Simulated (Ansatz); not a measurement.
# Is TiGeB in the AlB2 type a stable metal?, part 2 of 3

Question: is the lattice of TiGeB in the AlB2 type stable, and if so, what are its coupling constant and resistivity?

Ansatz 0.2.0; DFT PBE, scalar-relativistic, plane waves, PAW; PAW set soft_1.

So far. Step 3 (Relaxation): The largest force is now zero by symmetry and the largest stress component 0.030 GPa. Step 4 (Tight relaxation): The largest force is now zero by symmetry and the largest stress component 0.0021 GPa, small enough for phonons. The relaxed cell has a = 3.539, c = 3.462 Å (conventional setting).

The structure was built from a prototype and need not be the compound's stable phase.

## 5. Phonons by linear response: q 2×2×2, k 6×6×4

Before any scattering is computed, the phonons show whether the structure is a minimum.

Input file input.yaml:

```yaml
crystal:
  lattice:
    - [3.539007512, -2.7377e-06, 0.0]
    - [-1.7695013851, 3.0648717784, 0.0]
    - [0.0, 0.0, 3.4618801728]
  atoms:
    - { symbol: Ti, position: [0.0, 0.0, 0.0] }
    - { symbol: B, position: [0.3333333333, 0.6666666667, 0.5] }
    - { symbol: Ge, position: [0.6666666667, 0.3333333333, 0.5] }
kpoints:
  mp_grid: { grid: [6, 6, 4] }
hamiltonian:
  xc: pbe
  pseudopotentials: { kind: paw, azcp: { folder: soft_1 } }
scf:
  occupations: { method: methfessel_paxton, width: 0.2 }
output:
  eigenvalues: true
phonons:
  method: dfpt
  qmesh: [2, 2, 2]
  temperatures: { t_max: 1000, t_step: 50 }
  qpath:
    path:
      - [[0.0, 0.0, 0.0], [0.5, 0.0, 0.0], [0.33333333, 0.33333333, 0.0], [0.0, 0.0, 0.0], [0.0, 0.0, 0.5], [0.5, 0.0, 0.5], [0.33333333, 0.33333333, 0.5], [0.0, 0.0, 0.5]]
      - [[0.5, 0.0, 0.5], [0.5, 0.0, 0.0]]
      - [[0.33333333, 0.33333333, 0.5], [0.33333333, 0.33333333, 0.0]]
    npoints: 10
```

The run is started by

```
$ ansatz run input.yaml --threads 4 --pin off --max-ram 12288MiB --backend cpu --events-out ev --progress --plain --runs-dir out
```

Numbers of over 12 decimals in the logs are rounded to 6 here.

The program printed:

```text
[...]
Crystal: 3 atoms, lattice volume = 37.550 Å³
Basis set: ecut = 420 eV, 737 PW (Γ), exchange–correlation on 48×48×48 points (8 copies of the dense FFT grid, shifted against one another)
Bands: 19, of which v1, the nominal top of the filled ones, is band 15 counted from 1 (14 counted from 0)
Symmetry: 12 space group operations
k-points: 21 of 144 (time reversal used)
[...]
SCF iter   1: F=—  HF=-6951.097124 eV  |F-HF|=—  |Δ(HF+E_count)|=         —  Δρ=4.87e-2  dr2=1.20e0  ethr=3.10e-3  ⟨swp⟩=4.4  Hψ=1556  notcnv=0
[...]
SCF iter  10: F=-6950.735058 eV  HF=-6950.735058 eV  |F-HF|=9.09e-13  |Δ(HF+E_count)|=  7.28e-12  S|Δr|=    0.00e0  Δρ=5.07e-8  dr2=4.23e-13  ethr=1.00e-12  ⟨swp⟩=5.1  Hψ=1513  notcnv=0
SCF 1 converged in 10 iterations: F = -6950.735058 eV  dr2 = 4.23e-13
[...]
phonons: the bands overlap, so this run is a metal and interpolates without the dipole-dipole term. If the crystal is really an insulator or semiconductor, its LO-TO splitting is missing
NSCF: frozen V_eff on 21 k-points
[...]
DFPT response loops at q = (0, 0, 0) (fractional): preconditioner auto → Kerker (q_TF=auto, 2.613 Å⁻¹) (partly filled bands, converged f_vac=0.000); β = 1.00, the filter's whole step (`scf.mixing.beta` (0.50) is not read by the response loops under this deck's `scf.mixing.preconditioner`; to damp them name `kerker` or `kerker_dos`, under which they read `scf.mixing.beta`, and type it under 1.00, their step now; both keys bind the ground state too); Broyden in place of MSR1
[...]
SCF converged after 10 iterations
Stability not checked: this state was not tested for a lower state beside it, because cold or Methfessel-Paxton smearing, or corrected tetrahedra, fill the levels in a way that the test cannot read (fill_not_monotonic; see scf.lower_state_search)
Free energy (F): -6950.735058 eV
[...]
Internal energy: -6950.743798 eV  (E = F + TS)
E sigma→0 (E₀):  -6950.737243 eV
Entropy (-TS):   0.008740 eV (2.913 meV/atom)
Fermi energy:    15.019916 eV
[...]
--- Band table (eV; the first three rows and the last of 21) ---
  k-point 0: bands = [... 11 lower, 11.2565, 12.1846, 12.6880, 15.4455, 15.4455, 15.9811, 16.5777, 16.5777]
  k-point 1: bands = [... 11 lower, 11.8192, 11.8192, 14.1127, 14.1127, 14.7279, 15.9620, 15.9620, 16.5116]
  k-point 2: bands = [... 11 lower, 12.7947, 12.7947, 13.5273, 13.5273, 14.4671, 14.4671, 15.8959, 17.7355]
  k-point 20: bands = [... 11 lower, 8.4947, 10.5455, 11.1309, 16.1266, 16.5746, 16.8053, 16.8835, 17.2021]
--- Phonons (Γ-DFPT): 6 representative perturbations + reference (Σ response iterations 19) ---
  ASR residual: 1.468e-5 → 0.000e0 eV/Å²; symmetrization residual: 1.344e-6 eV/Å²
  ASR residual per site (eV/Å²): 1.47e-5 1.12e-5 4.53e-6
  Γ frequencies (cm⁻¹): -155.08 0.00 0.00 0.00 143.15 143.15 268.91 602.30 602.30
--- Phonons (arbitrary-q DFPT): 4 irreducible q on the 2×2×2 mesh ---
  q = [0.0000, 0.0000, 0.0000] (star 1, of the zone-centre solve; hermiticity 1.54e-7, symmetrization 3.05e-8): -155.08 -0.00 -0.00 0.00 143.15 143.15 268.91 602.30 602.30
  q = [0.0000, 0.0000, -0.5000] (star 1, 6 solved perturbations in 243 linear systems a pass and spin channel, the states on 60 of 144 k-point pairs; hermiticity 6.95e-7, symmetrization 3.47e-7): -81.75 -81.75 128.01 147.49 147.49 172.05 254.52 611.17 611.17
[...]
sum rule: each row above includes the acoustic sum rule's correction from the zone centre's row sums; it moved no ω² by more than (0.53 cm⁻¹)²
  mesh force constants: q→R imaginary residual 1.32e-17; ASR residual 1.468e-5 → 0.000e0 eV/Å²; symmetrization residual 1.066e-14 eV/Å²
  interpolated dispersion: 93 rows × 9 modes
  density of states and harmonic sums: on the 20×20×18 q-mesh, interpolated from the force constants of a 2×2×2 supercell (no non-analytic term)
  largest difference from the sums on the solved wave vectors: F 8.26e-3 eV, S 2.06e-5 and C_V 1.26e-5 eV/K
  zero-point energy: 0.138706 eV/cell   skipped modes (ω ≤ 0): 448, of them read as no rigid motion or as one in doubt: 445 (9.808e-1 modes/cell left out, lowest -155.08 cm⁻¹)   left out of the sums: 1.09e-1 of the cell's modes: C_V's classical limit lies that fraction below 3 k_B per atom; for a crystal, a wire or a layer, F and S can be off by more, and a phonons.interpolated_qmesh denser along its periods is the remedy for the sampling
```

It took 24 s on 4 threads of Arm Neoverse V2, shared host; peak memory 0.59 GiB; 91 s of CPU time.

The column dr2 measures how far the density is from self-consistency, as an energy; F and HF (Harris–Foulkes) agree once it is small.

Numbers from this step:

```yaml
share_of_imaginary_modes_in_the_plain_interpolation_between_solved_wavevectors: 0.1071
highest_frequency_solved_or_plainly_interpolated: 634.5 cm⁻¹
```

Solved on the 2×2×2 mesh alone; all other wavevectors are interpolated. The phonon branches at the labelled points (cm⁻¹):

| point | branch 1 | branch 2 | branch 3 | branch 4 | branch 5 | branch 6 | branch 7 | branch 8 | branch 9 |
| --- | --- | --- | --- | --- | --- | --- | --- | --- | --- |
| Γ | -155 | 0 | 0 | 0 | 143 | 143 | 269 | 602 | 602 |
| halfway | -120 | -29 | 71 | 94 | 192 | 219 | 240 | 604 | 612 |
| M | -80 | 41 | 123 | 140 | 189 | 221 | 275 | 607 | 622 |
| halfway | -47 | 82 | 133 | 138 | 179 | 201 | 286 | 601 | 629 |
| K | 52 | 112 | 149 | 150 | 155 | 176 | 294 | 598 | 634 |
| halfway | -106 | 15 | 79 | 112 | 186 | 232 | 240 | 602 | 617 |
| Γ | -155 | 0 | 0 | 0 | 143 | 143 | 269 | 602 | 602 |
| halfway | -50 | -19 | -19 | 136 | 136 | 136 | 252 | 606 | 606 |
| A | -82 | -82 | 128 | 148 | 148 | 172 | 254 | 611 | 611 |
| halfway | -67 | 81 | 125 | 147 | 197 | 243 | 245 | 610 | 613 |
| L | 29 | 110 | 140 | 146 | 220 | 251 | 304 | 605 | 616 |
| halfway | 44 | 45 | 140 | 206 | 229 | 249 | 294 | 596 | 622 |
| H | -41 | 56 | 139 | 242 | 243 | 248 | 277 | 591 | 625 |
| halfway | -58 | 94 | 98 | 179 | 210 | 240 | 251 | 606 | 617 |
| A | -82 | -82 | 128 | 148 | 148 | 172 | 254 | 611 | 611 |
| jump to L | 29 | 110 | 140 | 146 | 220 | 251 | 304 | 605 | 616 |
| halfway | -53 | 79 | 140 | 177 | 199 | 212 | 292 | 606 | 619 |
| M | -80 | 41 | 123 | 140 | 189 | 221 | 275 | 607 | 622 |
| jump to H | -41 | 56 | 139 | 242 | 243 | 248 | 277 | 591 | 625 |
| halfway | 75 | 86 | 106 | 186 | 217 | 225 | 287 | 594 | 630 |
| K | 52 | 112 | 149 | 150 | 155 | 176 | 294 | 598 | 634 |

The phonon branches as a text plot (rows in cm⁻¹):

```
    618 |********************************************************
    585 |         *****                   ******           ******
    552 |
    519 |
    486 |
    454 |
    421 |
    388 |
    355 |
    322 |
    289 |       *******               **********     ************
    256 |*******       ************************ ******     *
    223 |   ******     **           * ****** ******  **********
    190 |  ** ************      * ****    *     ** *  *****  ****
    157 |**       ****   ****  ***********       *****  ***   * *
    125 |    ***********     ******************* ******* ***** **
     92 |  ***    * ** ***   *       *   *      *     **     **
     59 | ***   ** ** * ***    *    *     ****** *      ****** **
     26 |**  ***  *    *  * ***         ***   **  *  *      *
     -7 |*           *     *           *   *
    -40 | ***           ***    *      *     **        **   *
    -73 |     ****    *         ******          *****   ***
   -106 |   **         *     **
   -139 |***            *****
         Γ     M   K       Γ     A      L   H      A|L   M|H    K
```

Among the solved wavevectors the lowest mode, translations apart, is -155 cm⁻¹, imaginary.

## 6. Lattice stability: q 3×3×2, k 9×9×6

An imaginary mode on so few k-points may come from the sampling, so the phonons are repeated with another q and k mesh.

input.yaml: that of step 5 with these lines changed.

```diff
@@ -10,3 +10,3 @@
 kpoints:
-  mp_grid: { grid: [6, 6, 4] }
+  mp_grid: { grid: [9, 9, 6] }
 hamiltonian:
@@ -20,3 +20,3 @@
   method: dfpt
-  qmesh: [2, 2, 2]
+  qmesh: [3, 3, 2]
   temperatures: { t_max: 1000, t_step: 50 }
```

The program printed:

```text
[...]
Crystal: 3 atoms, lattice volume = 37.550 Å³
Basis set: ecut = 420 eV, 737 PW (Γ), exchange–correlation on 48×48×48 points (8 copies of the dense FFT grid, shifted against one another)
Bands: 19, of which v1, the nominal top of the filled ones, is band 15 counted from 1 (14 counted from 0)
Symmetry: 12 space group operations
k-points: 48 of 486 (time reversal used)
[...]
SCF iter   1: F=—  HF=-6951.078915 eV  |F-HF|=—  |Δ(HF+E_count)|=         —  Δρ=4.88e-2  dr2=1.18e0  ethr=3.10e-3  ⟨swp⟩=4.4  Hψ=3568  notcnv=0
[...]
SCF iter  10: F=-6950.718380 eV  HF=-6950.718380 eV  |F-HF|=0.00e0  |Δ(HF+E_count)|=  2.27e-11  S|Δr|=    0.00e0  Δρ=6.83e-8  dr2=8.45e-13  ethr=1.00e-12  ⟨swp⟩=5.2  Hψ=3459  notcnv=0
SCF 1 converged in 10 iterations: F = -6950.718380 eV  dr2 = 8.45e-13
[...]
SCF converged after 10 iterations
[...]
Free energy (F): -6950.718380 eV
[...]
Internal energy: -6950.715409 eV  (E = F + TS)
E sigma→0 (E₀):  -6950.717637 eV
Entropy (-TS):   -0.002971 eV (-0.990 meV/atom)
Fermi energy:    14.941720 eV
[...]
--- Band table (eV; the first three rows and the last of 48) ---
  k-point 0: bands = [... 11 lower, 11.2592, 12.1795, 12.7109, 15.4866, 15.4866, 15.9725, 16.5945, 16.5945]
  k-point 1: bands = [... 11 lower, 11.5151, 11.5151, 14.1139, 14.6271, 14.6271, 16.2105, 16.4810, 16.4810]
  k-point 2: bands = [... 11 lower, 12.2094, 12.2094, 13.7737, 13.7737, 15.3303, 15.3788, 15.3788, 16.9007]
  k-point 47: bands = [... 11 lower, 8.4857, 10.5522, 11.1352, 16.1714, 16.6102, 16.8446, 16.9259, 17.2455]
[...]
ASR residual: 1.817e-5 → 0.000e0 eV/Å²; symmetrization residual: 1.472e-6 eV/Å²
  ASR residual per site (eV/Å²): 1.82e-5 2.87e-6 7.27e-6
  Γ frequencies (cm⁻¹): -107.98 0.00 0.00 0.00 207.81 207.81 283.46 630.05 630.05
--- Phonons (arbitrary-q DFPT): 6 irreducible q on the 3×3×2 mesh ---
[...]
interpolated dispersion: 93 rows × 9 modes
[...]
```

Wall time 2.1 min (4 threads); peak memory 1 GiB; 8.2 min of CPU time.

This step gave:

- share of imaginary modes in the plain interpolation between solved wavevectors: 0.067
- highest frequency, solved or plainly interpolated: 636 cm⁻¹

Solved on the 3×3×2 mesh alone; all other wavevectors are interpolated. Phonon branches along the path, in cm⁻¹:

| point | branch 1 | branch 2 | branch 3 | branch 4 | branch 5 | branch 6 | branch 7 | branch 8 | branch 9 |
| --- | --- | --- | --- | --- | --- | --- | --- | --- | --- |
| Γ | -108 | 0 | 0 | 0 | 208 | 208 | 284 | 630 | 630 |
| halfway | -74 | 29 | 94 | 129 | 207 | 235 | 244 | 613 | 615 |
| M | -61 | 18 | 149 | 151 | 195 | 219 | 275 | 609 | 611 |
| halfway | -45 | 80 | 148 | 149 | 191 | 198 | 289 | 604 | 626 |
| K | -35 | 119 | 152 | 152 | 174 | 184 | 299 | 606 | 636 |
| halfway | -60 | 57 | 100 | 130 | 202 | 235 | 251 | 608 | 618 |
| Γ | -108 | 0 | 0 | 0 | 208 | 208 | 284 | 630 | 630 |
| halfway | 31 | 31 | 45 | 126 | 177 | 177 | 260 | 618 | 618 |
| A | -42 | -42 | 126 | 151 | 151 | 156 | 249 | 606 | 606 |
| halfway | -25 | 38 | 106 | 151 | 186 | 232 | 236 | 608 | 613 |
| L | 93 | 100 | 107 | 157 | 194 | 272 | 298 | 604 | 608 |
| halfway | 70 | 85 | 134 | 208 | 225 | 270 | 290 | 577 | 629 |
| H | 56 | 88 | 158 | 248 | 256 | 262 | 275 | 563 | 636 |
| halfway | 27 | 63 | 83 | 178 | 206 | 229 | 242 | 600 | 621 |
| A | -42 | -42 | 126 | 151 | 151 | 156 | 249 | 606 | 606 |
| jump to L | 93 | 100 | 107 | 157 | 194 | 272 | 298 | 604 | 608 |
| halfway | 52 | 54 | 150 | 168 | 194 | 227 | 290 | 606 | 610 |
| M | -61 | 18 | 149 | 151 | 195 | 219 | 275 | 609 | 611 |
| jump to H | 56 | 88 | 158 | 248 | 256 | 262 | 275 | 563 | 636 |
| halfway | 97 | 109 | 119 | 195 | 224 | 230 | 289 | 584 | 636 |
| K | -35 | 119 | 152 | 152 | 174 | 184 | 299 | 606 | 636 |

The phonon branches as a text plot (rows in cm⁻¹):

```
    620 |********************************************************
    590 |        **  **                 ***    ***   *       ****
    558 |                                  ****            **
    528 |
    496 |
    466 |
    434 |
    404 |
    372 |
    342 |
    310 |          **                   **           **        **
    280 |**   *****  **   *****       **********     * ********
    248 |  ***         ***     ***** ***   ****** *** **   ***
    218 |*********    *******       **    **  *****     ***  ***
    186 |      ********      **    ********     ** * *** **   ***
    156 |    *********         *********** ***   ***** ******  **
    124 |  ****    ******       *****    **   **  *****      ****
     94 |   *     *  *****    *      ********** **   *     ****
     62 | **     *     * **  * *      *   *******     **   *   *
     32 |********       *** ****     *          **      ***
      0 |*                 **       *                           *
    -30 |         *****       * ******           ****
    -62 |   ******     **    *     *              **     **
    -92 |***             ****
         Γ     M   K       Γ     A      L   H      A|L   M|H    K
```

The modes has structure finer than the step of the table below, so its rows give means over 25 cm⁻¹, whole bins alone (the curve runs from -118 to 665 cm⁻¹). Peaks (cm⁻¹: height): B 192.2: 0.0085, 615.5: 0.0545; Ge -58.9: 0.00453, 211.9: 0.0169, 280.8: 0.0185, 615.5: 0.00631; Ti -49.1: 0.00442, 59.2: 0.0127, 128.2: 0.0147, 167.5: 0.0129, 202.0: 0.0147.

Phonopy on the run's constants, 19x19x17 mesh, Gaussian sigma 5.6 cm⁻¹. Table of modes by wavenumber; means over each step; values in 1/cm⁻¹/cell:

| wavenumber (cm⁻¹) | B | Ge | Ti |
| --- | --- | --- | --- |
| -100 | 5.3e-4 | 1.5e-4 | 1.3e-5 |
| -75 | 0.00265 | 0.00197 | 0.00118 |
| -50 | 0.00432 | 0.00355 | 0.00400 |
| -25 | 0.00170 | 0.00129 | 0.00220 |
| 0 | 4.9e-4 | 4.2e-4 | 8.3e-4 |
| 25 | 0.00110 | 0.00348 | 0.00497 |
| 50 | 0.00184 | 0.00640 | 0.0105 |
| 75 | 0.00198 | 0.00588 | 0.0112 |
| 100 | 0.00318 | 0.00580 | 0.0118 |
| 125 | 0.00531 | 0.00596 | 0.0138 |
| 150 | 0.00308 | 0.00658 | 0.0118 |
| 175 | 0.00536 | 0.00997 | 0.0109 |
| 200 | 0.00750 | 0.0161 | 0.0135 |
| 225 | 0.00423 | 0.0134 | 0.0101 |
| 250 | 0.00287 | 0.0109 | 0.00812 |
| 275 | 0.00101 | 0.0150 | 0.00409 |
| 300 | 1.1e-4 | 0.00587 | 9.0e-4 |
| 325 | 0 | 6.9e-6 | 1.1e-6 |
| 350 | 0 | 0 | 0 |
| 375 | 0 | 0 | 0 |
| 400 | 0 | 0 | 0 |
| 425 | 0 | 0 | 0 |
| 450 | 0 | 0 | 0 |
| 475 | 0 | 0 | 0 |
| 500 | 0 | 0 | 0 |
| 525 | 0 | 0 | 0 |
| 550 | 1.8e-4 | 1.9e-6 | 0 |
| 575 | 0.00494 | 1.7e-4 | 0 |
| 600 | 0.0329 | 0.00291 | 6.1e-6 |
| 625 | 0.0334 | 0.00398 | 7.7e-6 |
| 650 | 0.00137 | 1.7e-4 | 0 |

No LO-TO term; unit eigenvectors of the mass-weighted matrix. Modes at Γ, with each element's share of the kinetic energy (negative means imaginary):

| mode | frequency (cm⁻¹) | symmetry | Ti % | B % | Ge % |
| --- | --- | --- | --- | --- | --- |
| 1 | -108.0 | A2'' | 0 | 87 | 13 |
| 2 | 0.0 | unnamed | 36 | 8 | 55 |
| 3 | 0.0 | unnamed | 36 | 8 | 55 |
| 4 | 0.0 | unnamed | 36 | 8 | 55 |
| 5 | 207.8 | E' | 63 | 6 | 31 |
| 6 | 207.8 | E' | 63 | 6 | 31 |
| 7 | 283.5 | A2'' | 64 | 5 | 31 |
| 8 | 630.1 | E' | 0 | 86 | 14 |
| 9 | 630.1 | E' | 0 | 86 | 14 |

Displacements in mode 1 (-108.0 cm⁻¹), the largest set to 1:
```
Ti1  0.00  0.00  0.00
B2   0.00  0.00  1.00
Ge3  0.00  0.00 -0.15
```

Displacements in mode 8 (630.1 cm⁻¹), the largest set to 1:
```
Ti1  0.00  0.01  0.00
B2   0.00  1.00  0.00
Ge3  0.00 -0.16  0.00
```

Among the solved wavevectors the lowest mode, translations apart, is -108 cm⁻¹, imaginary.

(Continued in part 3 of 3.)

[Logs are printed without paths, hosts, clocks, repeated set-up lines and the standing remarks that a program may print on its own settings, such as how far it seeks lower states.]

[Hosts, paths, dates, database ids (printed as entryN), source tags and the programs' standing remarks are cut or masked in the printed files.]
